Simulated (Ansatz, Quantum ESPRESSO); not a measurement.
# Predicting the next point of a tunnelling series: vacuum gaps between two Cu(111) faces

Method. Quantum ESPRESSO 7.5 (pw.x, pwcond.x), PBE, PseudoDojo norm-conserving; geometry as built. T is the transmission per spin at the Fermi level, averaged over the mesh across the current, in a cell of 5.74 Å². The series steps the width of the vacuum gap.

| width (Å) | T |
| --- | --- |
| 3 | 0.533 |
| 4 | 0.17 |
| 5 | 0.0315 |
| 6 | 0.00443 |
| 7 | 0.000565 |
| 8 | 6.59e−5 |

To predict: What is T at 9 Å?

**Worked estimate.** In the tunnelling regime ln T falls linearly. The last two rows give a slope of ln(0.000565/6.59e−5)/(8 − 7) = 2.149 per Å, so T(9) ≈ 6.59e−5 × exp(−2.149 × 1) = 7.69e−6.

What the calculation gave: T = 7e−6; the estimate is 1.10 times that. The slope over the last interval is 2.241: the same within 8 %. Points of the mesh with over 2.5 times the mean carry 84 % of this T, so the value leans on the mesh. A second code, Ansatz 0.2.0, gives 7.01e−6.

**Limits.** Short leads, unrelaxed atoms, a barrier without the image potential and an untested mesh.
